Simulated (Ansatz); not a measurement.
# PtSe2 (Sudovikovite, P-3m1): zone-centre modes under pressure, part 2 of 2

Aim: how do the optical modes of PtSe2 (Sudovikovite, P-3m1) move with volume?

Ansatz 0.2.0; DFT PBE+D3(BJ), scalar-relativistic, plane waves, PAW; PAW set soft_1.

So far, pressure (GPa): step 2 (a rough relaxation first) -0.0308; step 3 (relaxation) -0.00820; step 4 (tight relaxation) -8.6e-4; step 6 (relaxation of a member: 1.06 times the volume at rest) -2.26.

The database entry behind the starting cell has ideal inner coordinates that were not refined, so it need not match the best structure at ambient conditions.

### 7. Zone-centre modes of the member: 1.06 times the volume at rest

The zone-centre modes follow for 1.06 times the volume at rest.

Input file input.yaml:

```yaml
crystal:
  lattice:
    - [3.7816208409, 0.0, 0.0]
    - [-1.8908104205, 3.2749797157, 0.0]
    - [0.0, 0.0, 5.0811338903]
  atoms:
    - { symbol: Se, position: [0.3333333333, 0.6666666667, 0.2535036381] }
    - { symbol: Se, position: [0.6666666667, 0.3333333333, 0.7464963619] }
    - { symbol: Pt, position: [0.0, 0.0, 0.0] }
kpoints:
  mp_grid: { grid: [15, 15, 10] }
hamiltonian:
  xc: pbe
  dispersion: d3bj
  pseudopotentials: { kind: paw, azcp: { folder: soft_1 } }
scf:
  occupations: { method: methfessel_paxton, width: 0.2 }
output:
  eigenvalues: true
phonons:
  method: dfpt
```

Launch:

```sh
> ansatz run input.yaml --threads 4 --pin off --max-ram 10240MiB --backend cpu --events-out ev --progress --plain --runs-dir out
```

Numbers of over 12 decimals in the logs are rounded to 6 here.

Output:

```text
[...]
Crystal: 3 atoms, lattice volume = 62.928 Å³
Basis set: ecut = 420 eV, 1253 PW (Γ), exchange–correlation on 54×54×72 points (8 copies of the dense FFT grid, shifted against one another)
Bands: 30, of which v1, the nominal top of the filled ones, is band 25 counted from 1 (24 counted from 0)
Symmetry: 12 space group operations
k-points: 608 of 2250 (irreducible under 2 space group operations, time reversal used)
[...]
SCF iter   1: F=—  HF=-23465.571591 eV  |F-HF|=—  |Δ(HF+E_count)|=         —  Δρ=4.86e-2  dr2=7.46e-1  ethr=3.10e-3  ⟨swp⟩=5.0  Hψ=65951  notcnv=0
[...]
SCF iter  10: F=-23465.416403 eV  HF=-23465.416403 eV  |F-HF|=7.28e-12  |Δ(HF+E_count)|=  5.82e-11  S|Δr|=    0.00e0  Δρ=5.30e-8  dr2=1.28e-12  ethr=1.00e-12  ⟨swp⟩=7.2  Hψ=88957  notcnv=0
SCF 1 converged in 10 iterations: F = -23465.416403 eV  dr2 = 1.28e-12
[...]
SCF converged after 10 iterations
[...]
Free energy (F): -23465.416403 eV
[...]
Internal energy: -23465.417646 eV  (E = F + TS)
E sigma→0 (E₀):  -23465.416713 eV
Entropy (-TS):   0.001243 eV (0.414 meV/atom)
Fermi energy:    12.277748 eV
[...]
--- Band table (eV; the first three rows and the last of 608) ---
  k-point 0: bands = [... 21 lower, 9.8124, 11.2595, 11.2595, 12.7382, 13.5915, 13.5915, 15.9275, 16.1853, ... 1 higher]
  k-point 1: bands = [... 21 lower, 9.8067, 11.2073, 11.2073, 12.4680, 13.6745, 13.6745, 16.0118, 16.4477, ... 1 higher]
  k-point 2: bands = [... 21 lower, 9.7834, 11.0813, 11.0813, 11.8547, 13.8866, 13.8866, 16.2533, 17.0370, ... 1 higher]
  k-point 607: bands = [... 21 lower, 9.0505, 9.3179, 9.7703, 11.0542, 12.8900, 13.3534, 16.8182, 19.3516, ... 1 higher]
[...]
ASR residual: 3.126e-5 → 0.000e0 eV/Å²; symmetrization residual: 1.158e-5 eV/Å²
[...]
ASR residual per site (eV/Å²): 9.89e-6 9.89e-6 3.13e-5
  Γ frequencies (cm⁻¹): 0.00 0.00 0.00 160.72 160.72 195.28 206.14 206.14 215.14
[...]
```

It took 2 min on 4 threads of Intel Xeon at 2.70GHz, shared host; peak memory 3.4 GiB; 7 min of CPU time.

Numbers from this step:

- sum-rule residual before enforcement: 3.13e-5 eV/Å²
- highest optical mode at the zone centre (no LO-TO term): 215.1 cm⁻¹
- lowest optical zone-centre mode: 160.7 cm⁻¹

Patterns of degenerate modes are one choice out of their space. The modes at Γ (shares of kinetic energy by element, %):

| mode | frequency (cm⁻¹) | symmetry | Se % | Pt % |
| --- | --- | --- | --- | --- |
| 1 | 0.0 | acoustic | 45 | 55 |
| 2 | 0.0 | acoustic | 45 | 55 |
| 3 | 0.0 | acoustic | 45 | 55 |
| 4 | 160.7 | Eg | 100 | 0 |
| 5 | 160.7 | Eg | 100 | 0 |
| 6 | 195.3 | A1g | 100 | 0 |
| 7 | 206.1 | Eu | 55 | 45 |
| 8 | 206.1 | Eu | 55 | 45 |
| 9 | 215.1 | A2u | 55 | 45 |

The lowest optical mode is real, 161 cm⁻¹, and the highest lies at 215.1 cm⁻¹.

### 8. A member of the series: 0.9 times the volume at rest

The cell is set to 0.9 times the volume at rest, and shape and atoms relax at that volume.

input.yaml, the sections that differ from step 7:

```yaml
crystal:
  lattice:
    - [3.7022287316, 0.0, 0.0]
    - [-1.8511143658, 3.2062241322, 0.0]
    - [0.0, 0.0, 4.5011838794]
  atoms:
    - { symbol: Se, position: [0.3333333333, 0.6666666667, 0.2790368655] }
    - { symbol: Se, position: [0.6666666667, 0.3333333333, 0.7209631345] }
    - { symbol: Pt, position: [0.0, 0.0, 0.0] }
output:
  forces: true
  stress: true
  eigenvalues: true
relax:
  adjacent_minimum: "off"
  f_tol: 0.001
  max_steps: 60
  cell: { stress_tol: 0.01, fix: [volume] }
# kpoints, hamiltonian, scf: as in step 7
# phonons: removed
```

Output:

```text
[...]
Crystal: 3 atoms, lattice volume = 53.430 Å³
Basis set: ecut = 420 eV, 1047 PW (Γ), exchange–correlation on 50×50×64 points (8 copies of the dense FFT grid, shifted against one another)
Bands: 30, of which v1, the nominal top of the filled ones, is band 25 counted from 1 (24 counted from 0)
Symmetry: 12 space group operations
[...]
k-points: 238 of 2250
[...]
--- Relaxed structure (4 steps of the walk, 4 accepted, 1 SCFs on fresh bases) ---
[...]
cell:  # Å, volume = 53.4298 Å³
    - [3.715366, 0, -1.6782669430292842e-18]
    - [-1.857683, 3.217602, 8.391334715146388e-19]
    - [-2.0404433807125722e-18, 0, 4.469407]
  atoms:
    - { symbol: Se, position: [0.333333, 0.666667, 0.281970] }
    - { symbol: Se, position: [0.666667, 0.333333, 0.718030] }
    - { symbol: Pt, position: [0, 0, 2.5793210352576254e-19] }
[key lines of the parts left out:]
SCF converged after 7 iterations
Free energy (F): -23465.289803 eV
Fermi energy:    15.463834 eV
P = ⅓ Tr σ = 9.8721 GPa (98.721 kbar)
```

It took 26 s on 4 threads; peak memory 0.64 GiB; 94 s of CPU time.

Step by step:

```
step  energy less that of the first step (eV)  largest force component (eV/Å)  pressure (GPa)  volume (Å³)
   1                                   0.0000                          0.2220           11.01        53.43
   2                                  -0.0020                          0.1807            9.16        53.43
   3                                  -0.0042                          0.0019            9.85        53.43
   4                                  -0.0042                          0.0001            9.87        53.43
  5*                                  -0.0042                          0.0001            9.87        53.43
```

Relaxation steps marked * repeat the geometry before them on a plane-wave basis chosen anew for their cell, so energy and pressure can jump there.

The run keeps the 12 symmetry operations that it works with, so distortions that break them were not tested.

```csv
"conventional cell, symmetrised",before,after,change
a (Å),3.702,3.715,+0.4 %
b (Å),3.702,3.715,+0.4 %
c (Å),4.501,4.469,-0.7 %
volume (Å³/atom),17.81,17.81,-0.0 %
```

The atoms that moved most (Å, as changes of fractional coordinates times the final cell):

| atom | dx | dy | dz | length |
| --- | --- | --- | --- | --- |
| Se1 | 0.000 | 0.000 | 0.013 | 0.013 |
| Se2 | 0.000 | 0.000 | -0.013 | 0.013 |

Final coordinates:

```xyz
3
Lattice="3.7154 0.0000 0.0000 -1.8577 3.2176 0.0000 0.0000 0.0000 4.4694" Properties=species:S:1:pos:R:3 pbc="T T T"
Se    0.0000    2.1451    1.2602
Se    1.8577    1.0725    3.2092
Pt    0.0000    0.0000    0.0000
```

This step gave:

```yaml
pressure: 9.872 GPa
volume_per_atom: 17.81 Å³
```

The largest force component left is 0.10 meV/Å, at a pressure of 9.87 GPa.

### 9. Zone-centre modes of the member: 0.9 times the volume at rest

The zone-centre modes follow for 0.9 times the volume at rest.

input.yaml, the sections that differ from step 8:

```yaml
crystal:
  lattice:
    - [3.7153663919, 0.0, 0.0]
    - [-1.8576831959, 3.2176016797, 0.0]
    - [0.0, 0.0, 4.4694074855]
  atoms:
    - { symbol: Se, position: [0.3333333333, 0.6666666667, 0.281970411] }
    - { symbol: Se, position: [0.6666666667, 0.3333333333, 0.718029589] }
    - { symbol: Pt, position: [0.0, 0.0, 0.0] }
output:
  eigenvalues: true
phonons:
  method: dfpt
# kpoints, hamiltonian, scf: as in step 8
# relax: removed
```

Output:

```text
[...]
Crystal: 3 atoms, lattice volume = 53.430 Å³
Basis set: ecut = 420 eV, 1035 PW (Γ), exchange–correlation on 50×50×60 points (8 copies of the dense FFT grid, shifted against one another)
Bands: 30, of which v1, the nominal top of the filled ones, is band 25 counted from 1 (24 counted from 0)
Symmetry: 12 space group operations
k-points: 608 of 2250 (irreducible under 2 space group operations, time reversal used)
[...]
k-point 2: bands = [... 21 lower, 12.8560, 13.8891, 13.8891, 15.4050, 16.8203, 16.8203, 18.9025, 21.2035, ... 1 higher]
  k-point 607: bands = [... 21 lower, 11.9909, 12.2518, 12.7640, 14.2650, 16.5390, 16.7887, 20.0376, 22.3623, ... 1 higher]
[...]
ASR residual: 6.863e-5 → 0.000e0 eV/Å²; symmetrization residual: 1.315e-5 eV/Å²
[...]
ASR residual per site (eV/Å²): 4.06e-5 4.06e-5 6.86e-5
  Γ frequencies (cm⁻¹): 0.00 0.00 0.00 172.43 172.43 228.59 232.95 233.63 233.63
[...]
[key lines of the parts left out:]
SCF converged after 13 iterations
Free energy (F): -23465.289803 eV
Fermi energy:    15.463835 eV
```

Run time: 2 min. Hardware: 4 threads; peak memory 3 GiB; 6.9 min of CPU time.

Numbers from this step:

```yaml
sum_rule_residual_before_enforcement: 6.86e-5 eV/Å²
highest_optical_mode_at_the_zone_centre_no_lo_to_term: 233.6 cm⁻¹
lowest_optical_zone_centre_mode: 172.4 cm⁻¹
```

Patterns of degenerate modes are one choice out of their space. The modes at Γ (shares of kinetic energy by element, %):

| mode | frequency (cm⁻¹) | symmetry | Se % | Pt % |
| --- | --- | --- | --- | --- |
| 1 | 0.0 | acoustic | 45 | 55 |
| 2 | 0.0 | acoustic | 45 | 55 |
| 3 | 0.0 | acoustic | 45 | 55 |
| 4 | 172.4 | Eg | 100 | 0 |
| 5 | 172.4 | Eg | 100 | 0 |
| 6 | 228.6 | A2u | 55 | 45 |
| 7 | 232.9 | A1g | 100 | 0 |
| 8 | 233.6 | Eu | 55 | 45 |
| 9 | 233.6 | Eu | 55 | 45 |

The lowest optical mode is real, 172 cm⁻¹, and the highest lies at 233.6 cm⁻¹.

### 10. The series together

The members are set side by side, also those not shown above.

Each row is one cell with its response, relaxed at fixed volume as far as symmetry leaves anything free; energies are extrapolated to zero smearing, and E0 is that at rest; shape and atoms are relaxed in each cell where symmetry leaves them free; all runs use 15×15×10 k points and Methfessel-Paxton smearing of 0.2 eV. State of the crystal along the series:

```
volume ratio  V (Å³/atom)  pressure (GPa)  E - E0 (meV/atom)  first cell vector (Å)  third cell vector (Å)
         0.9        17.81           9.872               51.9                  3.715                  4.469
        0.92        18.21           7.185              30.89                  3.729                  4.534
        0.94         18.6           4.862              16.11                  3.743                  4.601
        0.96           19           2.906              6.613                  3.754                   4.67
        0.98        19.39           1.295              1.517                  3.764                  4.742
        0.99        19.59          0.6091             0.3601                  3.768                   4.78
           1        19.79        -8.62e-4                  0                  3.772                  4.818
        1.02        20.18          -1.002              1.301                  3.777                    4.9
        1.04        20.58          -1.748              4.741                  3.781                  4.988
        1.06        20.98          -2.263               9.73                  3.782                  5.081
```

Each mode is tracked from rest by its pattern, and modes that stay within 0.3 cm⁻¹ of each other stand once; shape and atoms are relaxed in each cell where symmetry leaves them free; all runs use 15×15×10 k points and Methfessel-Paxton smearing of 0.2 eV. Optical modes along the series:

| V (Å³/atom) | mode 4 Eg (cm⁻¹) | mode 6 A1g (cm⁻¹) | mode 7 Eu (cm⁻¹) | mode 9 A2u (cm⁻¹) |
| --- | --- | --- | --- | --- |
| 17.81 | 172.4 | 232.9 | 233.6 | 228.6 |
| 18.21 | 169.9 | 228 | 228.3 | 225.3 |
| 18.6 | 166.8 | 221.4 | 223.3 | 222.4 |
| 19 | 163.9 | 214.5 | 218.8 | 219.9 |
| 19.39 | 161.8 | 208.5 | 214.9 | 218 |
| 19.59 | 161.1 | 205.8 | 213.2 | 217.2 |
| 19.79 | 160.5 | 203.4 | 211.7 | 216.5 |
| 20.18 | 160 | 199.7 | 209.2 | 215.6 |
| 20.58 | 160.1 | 197.2 | 207.4 | 215.1 |
| 20.98 | 160.7 | 195.3 | 206.1 | 215.1 |

From cubic fits (parabolas where under five rows exist) of ln ω and P against ln V through the rows within about 4 % of rest: γ = −d ln ω / d ln V and dω/dP = γ ω / B. Slopes at rest:

```csv
mode,fitted frequency at rest (cm⁻¹),Grüneisen parameter γ,dω/dP (cm⁻¹/GPa)
mode 4 Eg,160.5,0.27,0.77
mode 6 A1g,203.5,1.08,3.85
mode 7 Eu,211.7,0.67,2.49
mode 9 A2u,216.5,0.27,1.04
```

### 11. Outcome

```
members                                                          : 10
highest optical mode at the zone centre (no LO-TO term), at rest : 216.5 cm⁻¹
bulk modulus at rest                                             : 57.1 GPa
mode 4 Eg, γ                                                     : 0.27
mode 6 A1g, γ                                                    : 1.08
mode 7 Eu, γ                                                     : 0.67
mode 9 A2u, γ                                                    : 0.27
```

**Reading.** The series spans -2.3 to 9.9 GPa, and the slope at rest gives a bulk modulus of 57 GPa. Among the modes in the table of slopes γ runs from 0.27 (mode 4 Eg) to 1.08 (mode 6 A1g). One k mesh and one cutoff serve the ground states and modes of all volumes. These are harmonic frequencies at zero temperature: anharmonic shifts, linewidths and thermal expansion are left out. Spin-orbit coupling is left out, which can matter for the heavy elements here. With no gap, or one that is small against the smearing, the frequencies hang on the k mesh and the smearing, most of all near Kohn anomalies. A semilocal functional can close a gap that the real compound would have, so the metallic treatment may be an artefact of the level. In the phonons the program holds the C6 weights of the dispersion term fixed, leaving out their change with coordination. Only the zone centre was solved, so an instability at another wavevector cannot show here.

[Logs are printed without paths, hosts, clocks, repeated set-up lines and the standing remarks that a program may print on its own settings, such as how far it seeks lower states.]

[Hosts, paths, dates, database ids (printed as entryN), source tags and the programs' standing remarks are cut or masked in the printed files.]
